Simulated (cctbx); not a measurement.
**Solving a structure by charge flipping**

Cell a = 4.6400 Å, b = 4.6400 Å, c = 22.7930 Å, α = 90.00°, β = 90.00°, γ = 120.00°; space group R-3m (no. 166); content Y6 Cl6 S6.

The data are simulated with cctbx, not measured: Mo Kα, λ = 0.71073 Å, to d = 0.77 Å, 50 % of the full sphere, strongest reflection 40000 counts, noise from counting, a 1.5 % proportional error and a noise floor of 2 counts (s.d.); no absorption.

Charge flipping in P1 on plain amplitudes to 0.9 Å, δ = 1.1 σ, 20 % of the reflections treated as weak, 300 cycles:

```text
cycle      R  skewness
    0  0.532     0.38
   25  0.249     4.07
   50  0.246     3.84
   75  0.245     3.72
  100  0.235     3.49
  125  0.260     3.47
  150  0.253     3.55
  175  0.232     3.70
  200  0.240     3.61
  225  0.244     3.49
  250  0.282     3.34
  275  0.259     3.42
origin shift          correlation  skewness
-0.047  0.033  0.281      0.998      7.58
 0.286  0.699  0.448      0.998      7.58
 0.273  0.682  0.207      0.994      6.98
-0.061  0.015  0.040      0.994      6.98
taken: symmetry correlation 0.998, skewness 7.58
peak      x       y       z  mult  height/sigma
Q1    0.0000  0.0000  0.2594    6     16.7
Q2    0.0000  0.0000  0.1267    6      6.6
Q3    0.0000  0.0000  0.3854    6      4.6
Q4    0.1009  0.2018  0.3055   18      0.7
Q5    0.0000  0.0000  0.1973    6      0.6
Q6    0.0907  0.5453  0.8841   18      0.6
Q7    0.0000  0.0000  0.3242    6      0.6
Q8    0.9937  0.3923  0.1999   36      0.5
```

The origin is taken among those within 0.04 of the best correlation, by the skewness of the map.

It took 0.35 s on 1 thread of Arm Neoverse V2 (shared host), peak memory 0.07 GiB.

**Question.** Which peaks are atoms, and which elements?

Heights go roughly as Z and multiplicities must add up to the content. First model: Q1 = Y1 (6 in the cell, height 16.7), Q2 = Cl1 (6 in the cell, height 6.6) and Q3 = S1 (6 in the cell, height 4.6). Against the true structure, Q1 is Y, Q2 is Cl and Q3 is S; the other peaks are not atoms.

Least squares on F², isotropic:

```text
Rint 0.017, 149 unique reflections to 0.77 A
cycle     R1     wR2    GooF  max shift (A)
   1  0.0786  0.1758  10.541   0.02169
   2  0.0062  0.0147   0.884   0.00000
final R1 0.0062 wR2 0.0147 GooF 0.884  parameters 6  data/parameter 24.8
atom        x        y        z      Ueq    occ   su(xyz)  su(Uiso or U11)
Y1     0.00000  0.00000  0.25919   0.0248  1.000  0.00001  0.0001
Cl1    0.00000  0.00000  0.12674   0.0280  1.000  0.00002  0.0001
S1     0.00000  0.00000  0.38445   0.0355  1.000  0.00003  0.0001
difference map: max 0.12 min -0.17 rms 0.03
Q1    0.0265  0.5133  0.0522   18    0.12  1.23 A from S1
Q2    0.0243  0.5122  0.3610   18    0.11  1.63 A from Y1
Q3    0.0810  0.1620  0.9987   18    0.11  2.35 A from S1
Q4    0.0000  0.0000  0.0463    6    0.11  1.83 A from Cl1
Q5    0.0708  0.1415  0.2008   18    0.10  1.45 A from Y1
```

Anisotropic refinement:

```text
Rint 0.017, 149 unique reflections to 0.77 A
cycle     R1     wR2    GooF  max shift (A)
   1  0.0062  0.0147   0.894   0.00009
   2  0.0062  0.0147   0.889   0.00000
final R1 0.0062 wR2 0.0147 GooF 0.889  parameters 9  data/parameter 16.6
atom        x        y        z      Ueq    occ   su(xyz)  su(Uiso or U11)
Y1     0.00000  0.00000  0.25919   0.0248  1.000  0.00001  0.0001
Cl1    0.00000  0.00000  0.12674   0.0280  1.000  0.00002  0.0002
S1     0.00000  0.00000  0.38445   0.0355  1.000  0.00003  0.0002
difference map: max 0.11 min -0.17 rms 0.03
Q1    0.0260  0.5130  0.0522   18    0.12  1.24 A from S1
Q2    0.0240  0.5120  0.3609   18    0.11  1.63 A from Y1
Q3    0.0805  0.1609  0.9988   18    0.11  2.36 A from S1
Q4    0.0000  0.0000  0.0464    6    0.11  1.83 A from Cl1
Q5    0.0707  0.1414  0.2010   18    0.10  1.44 A from Y1
Q6    0.0836  0.1671  0.3057   18    0.09  1.25 A from Y1
```

**Reading.** The refinement ends at R1 = 0.0062, wR2 = 0.0147, GooF = 0.89, with difference density between -0.17 and 0.11 e/Å³. Every site matches the true model in element, within 0.001 Å r.m.s., up to an allowed shift of origin.

True model:

```csv
atom,mult.,x,y,z,Ueq (Å²)
Y1,6,0,0,0.7592,0.0248
Cl1,6,2/3,1/3,0.9601,0.0281
S1,6,0,0,0.8844,0.0353
```

The model was made for the exercise: a known structure type with other elements put in, its volume estimated, not relaxed; displacement parameters are assumed.

[Middle refinement cycles are left out of these outputs.]

[Logs are printed without paths, hosts, clocks, repeated set-up lines and the standing remarks that a program may print on its own settings, such as how far it seeks lower states.]
